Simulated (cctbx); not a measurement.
# A disordered crystal of nominal Ho2ZnTe2W2

Cell a = 6.1270 Å, b = 7.9300 Å, c = 7.1110 Å, α = 90.00°, β = 90.74°, γ = 90.00°; space group P2_1 (no. 4); nominal formula Ho2ZnTe2W2.

Simulated single-crystal data (cctbx): Mo Kα, λ = 0.71073 Å, to d = 0.77 Å, 80 % of the full sphere, strongest reflection 5000 counts, noise from counting, a 4 % proportional error and a noise floor of 4 counts (s.d.); no absorption.

With every site full:

```text
Rint 0.036, 1509 unique reflections to 0.77 A
cycle     R1     wR2    GooF  max shift (A)
   1  0.0804  0.1765   2.539   0.00269
   2  0.0291  0.0680   0.978   0.00006
final R1 0.0291 wR2 0.0680 GooF 0.978  parameters 63  data/parameter 24.0
atom        x        y        z      Ueq    occ   su(xyz)  su(Uiso or U11)
W1     0.24765  0.24541  0.07693   0.0137  1.000  0.00013  0.0003
W2     0.97643  0.09470  0.61144   0.0125  1.000  0.00013  0.0003
Ho1    0.50184  0.55393  0.21829   0.0165  1.000  0.00015  0.0004
Ho2    0.99356  0.44264  0.76680   0.0097  1.000  0.00013  0.0004
Te1    0.25141  0.75441  0.91707   0.0124  1.000  0.00022  0.0006
Te2    0.48946  0.90782  0.38222   0.0093  1.000  0.00018  0.0005
Zn2    0.31982  0.69605  0.58871   0.0064  1.000  0.00032  0.0008
difference map: max 1.85 min -1.79 rms 0.46
Q1    0.0780  0.3154  0.2247    2    1.94  1.59 A from W1
Q2    0.4714  0.0559  0.2092    2    1.69  1.70 A from Te2
Q3    0.1126  0.4656  0.8600    2    1.59  1.00 A from Ho2
Q4    0.0497  0.2415  0.9670    2    1.58  1.43 A from W1
Q5    0.1635  0.5639  0.5086    2    1.58  1.23 A from W2
Q6    0.9932  0.0292  0.1838    2    1.58  0.78 A from Ho2
```

With the occupancies of the suspect sites free, each still typed as its main element:

```text
Rint 0.036, 1509 unique reflections to 0.77 A
cycle     R1     wR2    GooF  max shift (A)
   1  0.0519  0.1236   1.780   0.00008
  12  0.0288  0.0672   0.967   0.00002
final R1 0.0288 wR2 0.0671 GooF 0.966  parameters 65  data/parameter 23.2
atom        x        y        z      Ueq    occ   su(xyz)  su(Uiso or U11)
W1     0.24766  0.24540  0.07692   0.0139  1.000  0.00013  0.0004
W2     0.97642  0.09469  0.61145   0.0119  0.985  0.00013  0.0004
Ho1    0.50184  0.55396  0.21827   0.0167  1.000  0.00015  0.0004
Ho2    0.99357  0.44265  0.76678   0.0099  1.000  0.00013  0.0004
Te1    0.25143  0.75440  0.91705   0.0125  1.000  0.00021  0.0006
Te2    0.48944  0.90781  0.38223   0.0095  1.000  0.00018  0.0005
Zn2    0.31983  0.69603  0.58869   0.0070  1.009  0.00031  0.0010
su of occupancy W2: 0.005
su of occupancy Zn2: 0.012
difference map: max 1.83 min -1.78 rms 0.45
Q1    0.0777  0.3157  0.2248    2    1.92  1.59 A from W1
Q2    0.4712  0.0558  0.2094    2    1.67  1.70 A from Te2
Q3    0.0499  0.2436  0.9643    2    1.56  1.44 A from W1
Q4    0.1134  0.4637  0.8618    2    1.55  1.01 A from Ho2
Q5    0.1641  0.5627  0.5094    2    1.55  1.23 A from W2
Q6    0.9931  0.0311  0.1831    2    1.53  0.79 A from Ho2
```

**Question.** What is the disorder?

X-rays count electrons. W2 refines to 0.985(0.005), or 72.9 electrons; the site truly holds 0.95 W and 0.05 Zn, 71.8 electrons, which is 0.970 of W; Zn2 refines to 1.009(0.012), or 30.3 electrons; the site truly holds 0.95 Zn and 0.05 W, 32.2 electrons, which is 1.073 of Zn. A value under 1 can't tell vacancies from a lighter guest, and one over 1 needs a heavier guest; chemistry or a second radiation must settle which. Occupancy correlates with U and the scale, and the two elements' form factors differ in shape, so the match is approximate.

Freeing them takes R1 from 0.0291 to 0.0288 and GooF from 0.98 to 0.97.

The model is made up (kin elements in a known structure type, no relaxation), so it says nothing on whether the phase exists.

[Middle refinement cycles are left out of these outputs.]

[Logs are printed without paths, hosts, clocks, repeated set-up lines and the standing remarks that a program may print on its own settings, such as how far it seeks lower states.]
